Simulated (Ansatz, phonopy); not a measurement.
# How KCl (Sylvite, Fm-3m) expands on warming, part 3 of 5

Wanted: α(T), C_P(T) and B(T) of KCl (Sylvite) in the quasi-harmonic approximation.

What experiment has found for this phase:
- volume expansion coefficient 111.3 1e-6/K and heat capacity C_P per formula unit 51.7 J/mol/K near room temperature (given in “High-Throughput Prediction of Finite-Temperature Properties using the Quasi-Harmonic Approximation”, 2016, arXiv:1603.06924)
- volume expansion coefficient 114.9 1e-6/K near room temperature (given in “Descriptors for thermal expansion in solids”, 2017, arXiv:1701.03966)

Ansatz 0.2.0; DFT LDA, scalar-relativistic, plane waves, PAW.

So far. Step 5 (Tight relaxation): The residual pressure is -0.0094 GPa, small enough for phonons. Step 6 (Relaxing at another setting): The residual pressure is -0.0093 GPa, small enough for phonons.

### Step 7. The quasi-harmonic study, cutoff 550 eV, k-mesh 8×8×8

The study relaxes the crystal at several strains, solves the phonons on some of them and minimises the free energy at each temperature (static energy, vibrations, the electrons in a metal, and PV under a set pressure); the q-mesh sets how far the force constants reach.

Input file input.yaml:

```yaml
crystal:
  lattice:
    - [0.0, 3.0385007258, 3.0385007258]
    - [3.0385007258, 0.0, 3.0385007258]
    - [3.0385007258, 3.0385007258, 0.0]
  atoms:
    - { symbol: K, position: [0.0, 0.0, 0.0] }
    - { symbol: Cl, position: [0.5, 0.5, 0.5] }
kpoints:
  mp_grid: { grid: [8, 8, 8] }
hamiltonian:
  xc: lda
scf:
  occupations: { method: fixed }
output:
  eigenvalues: true
basis:
  ecutwfc: 550.0
phonons:
  method: dfpt
  qmesh: [4, 4, 4]
  temperatures: { t_max: 800.0, t_step: 50 }
  thermal_expansion: {}
```

The run is started by

```bash
ansatz run input.yaml --threads 4 --pin off --max-ram 16384MiB --backend cpu --events-out ev --progress --plain --runs-dir out
```

Numbers of over 12 decimals in the logs are rounded to 6 here.

Log:

```text
[...]
Crystal: 2 atoms, lattice volume = 56.106 Å³
Basis set: ecut = 550 eV, 1639 PW (Γ), exchange–correlation on 72×72×72 points (8 copies of the dense FFT grid, shifted against one another)
Bands: 12, of which v1, the nominal top of the filled ones, is band 8 counted from 1 (7 counted from 0)
Symmetry: 48 space group operations
[...]
k-points: 29 of 512
[...]
SCF iter   1: F=—  HF=-2544.301020 eV  |F-HF|=—  |Δ(HF+E_count)|=         —  Δρ=6.62e-3  dr2=2.34e-2  ethr=1.77e-3  ⟨swp⟩=4.8  Hψ=1884  notcnv=0  defer=56
[...]
SCF iter   7: F=-2544.292294 eV  HF=-2544.292294 eV  |F-HF|=4.09e-12  |Δ(HF+E_count)|=  1.55e-10  Δρ=2.02e-7  dr2=1.02e-11  ethr=1.00e-12  ⟨swp⟩=6.8  Hψ=1937  notcnv=0
SCF 1 converged in 7 iterations: F = -2544.292294 eV  dr2 = 1.02e-11
[...]
relax step   1: F+E_penalty+E_count = -2544.29229442 eV  Δ(F+E_penalty+E_count) = +0.000e0 eV  max|allowed force component| = 5.128e-30 eV/Å  Δτ_max = 0.0000 Å  (7 SCF iters, accepted)
SCF converged after 7 iterations
Free energy (F): -2544.292294 eV
[...]
Internal energy: -2544.292294 eV  (E = F + TS)
E sigma→0 (E₀):  -2544.292294 eV
Fermi energy:    1.340250 eV
[...]
--- Stress (GPa, compression-positive) ---
       -0.009316      -0.000000      -0.000000
        0.000000      -0.009316       0.000000
        0.000000      -0.000000      -0.009316
  P = ⅓ Tr σ = -0.0093 GPa (-0.093 kbar)
--- Band table (eV; the first three rows and the last of 29) ---
  k-point 0: bands = [... 4 lower, -8.9728, 1.3402, 1.3402, 1.3402, 6.4507, 9.4388, 9.4388, 9.4388]
  k-point 1: bands = [... 4 lower, -8.9219, 1.0927, 1.2697, 1.2697, 6.8791, 9.3157, 9.6581, 9.6581]
  k-point 2: bands = [... 4 lower, -8.8056, 0.5883, 1.1076, 1.1076, 7.8266, 9.2751, 10.2810, 10.2810]
  k-point 28: bands = [... 4 lower, -8.8526, 0.7086, 0.7827, 0.7827, 9.1541, 9.1541, 10.9023, 11.3846]
── thermal expansion: 3 new cells, 3 in all ──
thermal expansion: relaxation of cell 2
thermal expansion: relaxation of cell 3
── thermal expansion: 2 new cells, 5 in all ──
thermal expansion: relaxation of cell 4
thermal expansion: lower-state search of cell 4
thermal expansion: phonons of cell 4
thermal expansion: relaxation of cell 5
thermal expansion: phonons of cell 5
── thermal expansion: 8 new cells, 13 in all ──
thermal expansion: relaxation of cell 6
thermal expansion: relaxation of cell 7
thermal expansion: relaxation of cell 8
thermal expansion: relaxation of cell 9
thermal expansion: relaxation of cell 10
thermal expansion: relaxation of cell 11
thermal expansion: relaxation of cell 12
thermal expansion: relaxation of cell 13
thermal expansion: phonons of cell 6
thermal expansion: phonons of cell 7
thermal expansion: phonons of cell 8
thermal expansion: phonons of cell 9
thermal expansion: phonons of cell 10
--- Relaxed structure (1 steps of the walk, 1 accepted, 0 SCFs on fresh bases) ---
  F+E_penalty+E_count = -2544.29229442 eV   max|allowed force component| = 5.128e-30 eV/Å
  atoms:
    - { symbol: K, position: [0.0, 0.0, 0.0] }
    - { symbol: Cl, position: [0.5, 0.5, 0.5] }
--- Thermal expansion: 13 cells in 3 rounds, 0 GPa ---
  no lower state was reached at cell 4
  without vibrations: a 4.29654, b 4.29654, c 4.29654 Å, V 56.0845 Å³, B 24.26 GPa
  at 0 K: a 4.31029, b 4.31029, c 4.31029 Å, V 56.6245 Å³, B 23.47 GPa
  zero-point expansion: a +0.320, b +0.320, c +0.320, V +0.963 %
      T/K        a/Å        b/Å        c/Å       V/Å³ | expansion of a, b, c, V (1e-6/K)   | that of V in the mean from 25 °C | C_P, C_V (J/mol K of the cell) | B_T, B_S (GPa)
     0.00    4.31029    4.31029    4.31029    56.6245 |    0.00    0.00    0.00    0.00 |   71.85 |     0.000     0.000 |    23.47    23.47
   100.00    4.31465    4.31465    4.31465    56.7965 |   23.31   23.31   23.31   69.92 |   93.12 |    38.434    38.053 |    22.83    23.06
   200.00    4.32697    4.32697    4.32697    57.2845 |   32.01   32.01   32.01   96.03 |  102.06 |    47.908    46.538 |    21.52    22.16
   298.15    4.34152    4.34152    4.34152    57.8642 |   36.19   36.19   36.19  108.58 |       - |    50.858    48.390 |    20.15    21.18
   350.00    4.34990    4.34990    4.34990    58.2000 |   38.21   38.21   38.21  114.64 |  111.92 |    51.942    48.816 |    19.39    20.63
   450.00    4.36746    4.36746    4.36746    58.9075 |   42.46   42.46   42.46  127.38 |  118.74 |    53.886    49.262 |    17.85    19.53
   550.00    4.38715    4.38715    4.38715    59.7080 |   47.76   47.76   47.76  143.28 |  126.52 |    56.055    49.487 |    16.18    18.33
   650.00    4.40966    4.40966    4.40966    60.6319 |   55.06   55.06   55.06  165.17 |  135.94 |    58.886    49.616 |    14.32    16.99
   750.00    4.43630    4.43630    4.43630    61.7374 |   66.35   66.35   66.35  199.04 |  148.14 |    63.138    49.696 |    12.17    15.46
   800.00    4.45195    4.45195    4.45195    62.3929 |   74.96   74.96   74.96  224.88 |  155.95 |    66.340    49.726 |    10.93    14.58
  the static fit leaves 0.000 meV an atom of the energies and, of the stresses, 0.000 GPa of each cell's largest along a strain (root mean squares over the cells), whose Pulay part it has at -0.002 GPa
  vibrations' free energy: its fit leaves 0.0002 meV an atom at the most
  the electrons' free energy at temperature is not in it: every band gap is over 0.83 eV
  free energies summed between the sampled wave vectors
  estimated error of the fitted expansion in any direction: up to 0.464e-6/K, at 800 K (an estimate, not a bound: it was exceeded on models of known expansion)
  by sums over the sampled wave vectors an expansion of the volume parts by up to 1.49e-6/K
  by a static energy of one degree less an expansion of the volume parts by up to 1.20e-6/K
  band gaps on the cells' k-points are 4.623 to 5.225 eV
```

Elapsed: 13 min, on 4 threads of Arm Neoverse V2, shared host; peak memory 1.3 GiB; 50 min of CPU time.

This step gave:

| Quantity | Value |
| --- | --- |
| pressure | -0.009316 GPa |
| volume expansion coefficient at 298 K | 108.6 1e-6/K |
| C_P at 298 K | 25.43 J/mol-atom/K |
| entropy at 298 K | 40.38 J/mol-atom/K |
| isothermal bulk modulus at 298 K | 20.15 GPa |
| Grüneisen parameter at 298 K | 1.576 |
| volume at 298 K | 28.93 Å³/atom |
| principal linear expansion coefficients at 298 K | 36.19, 36.19, 36.19 1e-6/K |

Strained cells of the study; zero-point energy where phonons were solved; the pressures are stresses at a fixed cutoff and can carry an offset from the finite basis. Expansion cells, by row:

```
cell  |a| (Å)  |b| (Å)  |c| (Å)  V (Å³/atom)  E - E_lowest (meV/atom)  pressure, compression positive (GPa)  gap (eV)  zero-point energy (meV/atom)
   1    4.297    4.297    4.297        28.05                        0                                -0.012      5.11                             -
   2    4.331    4.331    4.331        28.73                    1.221                                -0.557     5.022                             -
   3    4.263    4.263    4.263        27.39                    1.202                                 0.603     5.202                             -
   4    4.297    4.297    4.297        28.05                        0                                -0.009     5.111                         23.59
   5    4.318    4.318    4.318        28.47                    0.486                                -0.358     5.055                         22.99
   6    4.331    4.331    4.331        28.72                    1.195                                -0.551     5.023                         22.64
   7    4.365    4.365    4.365        29.41                    4.616                                 -1.03     4.938                          21.7
   8      4.4      4.4      4.4        30.12                     10.1                                -1.452     4.855                         20.77
   9    4.435    4.435    4.435        30.84                    17.51                                -1.822     4.776                         19.86
  10     4.47     4.47     4.47        31.58                    26.69                                -2.144     4.698                         18.95
  11    4.254    4.254    4.254        27.22                    1.921                                 0.772     5.225                             -
  12    4.276    4.276    4.276        27.63                    0.463                                 0.367     5.168                             -
  13    4.506    4.506    4.506        32.35                     37.6                                -2.425     4.623                             -
```

Quasi-harmonic; a, b, c are the run's own cell vectors. Expansion, by row:

| T (K) | a (Å) | b (Å) | c (Å) | alpha (deg) | beta (deg) | gamma (deg) | cell volume (Å³/cell) | alpha_a (1e-6/K) | alpha_b (1e-6/K) | alpha_c (1e-6/K) | alpha_V (1e-6/K) | C_P (J/mol-atom/K) | C_V (J/mol-atom/K) | S (J/mol-atom/K) | B_T (GPa) | B_S (GPa) | Grueneisen | extrapolation | fit error (1e-6/K) |
| --- | --- | --- | --- | --- | --- | --- | --- | --- | --- | --- | --- | --- | --- | --- | --- | --- | --- | --- | --- |
| 0 | 4.31 | 4.31 | 4.31 | 60 | 60 | 60 | 56.62 | 0 | 0 | 0 | 0 | 0 | 0 | 0 | 23.47 | 23.47 | - | 0 | 0 |
| 50 | 4.311 | 4.311 | 4.311 | 60 | 60 | 60 | 56.65 | 9.8 | 9.8 | 9.8 | 29.4 | 10.12 | 10.1 | 4.965 | 23.35 | 23.39 | 1.159 | 0 | 0 |
| 100 | 4.315 | 4.315 | 4.315 | 60 | 60 | 60 | 56.8 | 23.31 | 23.31 | 23.31 | 69.92 | 19.22 | 19.03 | 15.31 | 22.83 | 23.06 | 1.435 | 0 | 0.01 |
| 150 | 4.32 | 4.32 | 4.32 | 60 | 60 | 60 | 57.02 | 28.92 | 28.92 | 28.92 | 86.76 | 22.47 | 22.04 | 23.82 | 22.19 | 22.63 | 1.5 | 0 | 0.01 |
| 200 | 4.327 | 4.327 | 4.327 | 60 | 60 | 60 | 57.28 | 32.01 | 32.01 | 32.01 | 96.03 | 23.95 | 23.27 | 30.51 | 21.52 | 22.16 | 1.532 | 0 | 0.02 |
| 250 | 4.334 | 4.334 | 4.334 | 60 | 60 | 60 | 57.57 | 34.27 | 34.27 | 34.27 | 102.8 | 24.82 | 23.87 | 35.96 | 20.83 | 21.67 | 1.556 | 0 | 0.03 |
| 298.1 | 4.342 | 4.342 | 4.342 | 60 | 60 | 60 | 57.86 | 36.19 | 36.19 | 36.19 | 108.6 | 25.43 | 24.2 | 40.38 | 20.15 | 21.18 | 1.576 | 0 | 0.04 |
| 300 | 4.342 | 4.342 | 4.342 | 60 | 60 | 60 | 57.88 | 36.26 | 36.26 | 36.26 | 108.8 | 25.45 | 24.2 | 40.54 | 20.12 | 21.16 | 1.576 | 0 | 0.04 |
| 350 | 4.35 | 4.35 | 4.35 | 60 | 60 | 60 | 58.2 | 38.21 | 38.21 | 38.21 | 114.6 | 25.97 | 24.41 | 44.5 | 19.39 | 20.63 | 1.596 | 0 | 0.05 |
| 400 | 4.358 | 4.358 | 4.358 | 60 | 60 | 60 | 58.54 | 40.25 | 40.25 | 40.25 | 120.8 | 26.46 | 24.54 | 48 | 18.64 | 20.09 | 1.616 | 0 | 0.06 |
| 450 | 4.367 | 4.367 | 4.367 | 60 | 60 | 60 | 58.91 | 42.46 | 42.46 | 42.46 | 127.4 | 26.94 | 24.63 | 51.15 | 17.85 | 19.53 | 1.638 | 0 | 0.08 |
| 500 | 4.377 | 4.377 | 4.377 | 60 | 60 | 60 | 59.29 | 44.93 | 44.93 | 44.93 | 134.8 | 27.46 | 24.7 | 54.01 | 17.03 | 18.94 | 1.66 | 0 | 0.08 |
| 550 | 4.387 | 4.387 | 4.387 | 60 | 60 | 60 | 59.71 | 47.76 | 47.76 | 47.76 | 143.3 | 28.03 | 24.74 | 56.66 | 16.18 | 18.33 | 1.684 | 0 | 0.09 |
| 600 | 4.398 | 4.398 | 4.398 | 60 | 60 | 60 | 60.15 | 51.07 | 51.07 | 51.07 | 153.2 | 28.68 | 24.78 | 59.12 | 15.28 | 17.68 | 1.711 | 0 | 0.11 |
| 650 | 4.41 | 4.41 | 4.41 | 60 | 60 | 60 | 60.63 | 55.06 | 55.06 | 55.06 | 165.2 | 29.44 | 24.81 | 61.45 | 14.32 | 16.99 | 1.74 | 0 | 0.12 |
| 700 | 4.422 | 4.422 | 4.422 | 60 | 60 | 60 | 61.16 | 59.99 | 59.99 | 59.99 | 180 | 30.38 | 24.83 | 63.66 | 13.29 | 16.26 | 1.774 | 0 | 0.13 |
| 750 | 4.436 | 4.436 | 4.436 | 60 | 60 | 60 | 61.74 | 66.35 | 66.35 | 66.35 | 199 | 31.57 | 24.85 | 65.8 | 12.17 | 15.46 | 1.812 | 0 | 0.1 |
| 800 | 4.452 | 4.452 | 4.452 | 60 | 60 | 60 | 62.39 | 74.96 | 74.96 | 74.96 | 224.9 | 33.17 | 24.86 | 67.88 | 10.93 | 14.58 | 1.857 | 0 | 0.46 |

Expansion coefficient against temperature; values in 1e-6/K:

```csv
temperature (K),volume,principal 1
0,0,0
50,29.4,9.8
100,69.9,23.3
150,86.8,28.9
200,96.0,32.0
250,103,34.3
298,109,36.2
300,109,36.3
350,115,38.2
400,121,40.2
450,127,42.5
500,135,44.9
550,143,47.8
600,153,51.1
650,165,55.1
700,180,60.0
750,199,66.3
800,225,75.0
```

At 298 K the volume expansion is 109 × 10⁻⁶/K and B_T is 20.2 GPa.

### Step 8. Free-energy fit

This step: DFT LDA, scalar-relativistic, plane waves, PAW (phonopy 4.10.0).

This step gave:

| Property | Result |
| --- | --- |
| volume expansion coefficient at 300 K | 108.6 1e-6/K |
| isothermal bulk modulus at 300 K | 20.13 GPa |
| C_P at 300 K | 25.54 J/mol-atom/K |
| Grüneisen parameter at 300 K | 1.575 |

Energy (each curve on its own zero) against volume; values in meV/atom:

```csv
volume (Å³/atom),static,F at 0 K,F at 300 K,F at 800 K
28.05,0,2.09,6.91,17.9
28.47,0.49,1.97,5.56,13.7
28.72,1.2,2.33,5.18,11.6
29.41,4.62,4.82,5.55,7.09
30.12,10.1,9.38,7.86,4.31
30.84,17.5,15.9,11.9,3.03
31.58,26.7,24.1,17.6,3.05
```

Phonopy-qha, vinet fit of F(V) at each temperature. Qha vinet, by row:

```
T (K)  fitted volume (Å³/atom)  alpha_V (1e-6/K)  B_T (GPa)  C_P (J/mol-atom/K)  Grueneisen
  100                     28.4             66.09      22.83               19.08       1.356
  150                    28.51             85.52      22.21               22.64       1.479
  200                    28.64             95.51      21.54               24.11       1.525
  250                    28.78             102.5      20.85               24.95       1.553
  300                    28.94             108.6      20.13               25.54       1.575
  350                     29.1             114.6      19.38               26.04       1.595
  400                    29.27             120.9      18.61               26.52       1.616
  450                    29.45             127.8      17.81                  27       1.639
  500                    29.65             135.5      16.97               27.51       1.662
  550                    29.85             144.2      16.11               28.08       1.688
  600                    30.08             154.4      15.21               28.73       1.716
  650                    30.32             166.3      14.28                29.5       1.748
  700                    30.58             180.5      13.31               30.42       1.782
  750                    30.87             197.9       12.3               31.54       1.821
```

The volume expansion coefficient by temperature; values in 1e-6/K:

```
temperature (K)  phonopy-qha, Vinet  Ansatz's own study
            100                66.1                69.9
            150                85.5                86.8
            200                95.5                96.0
            250                 103                 103
            300                 109                 109
            350                 115                 115
            400                 121                 121
            450                 128                 127
            500                 135                 135
            550                 144                 143
            600                 154                 153
            650                 166                 165
            700                 181                 180
            750                 198                 199
```

The fit gives a volume expansion of 109 × 10⁻⁶/K at 300 K, against 109 at 298 K from the study itself, whose static fit uses more cells.

(Part 3 of 5 ends here.)

[Logs are printed without paths, hosts, clocks, repeated set-up lines and the standing remarks that a program may print on its own settings, such as how far it seeks lower states.]

[Hosts, paths, dates, database ids (printed as entryN), source tags and the programs' standing remarks are cut or masked in the printed files.]

[A step with changed settings may run another functional than the one named; its input shows which.]
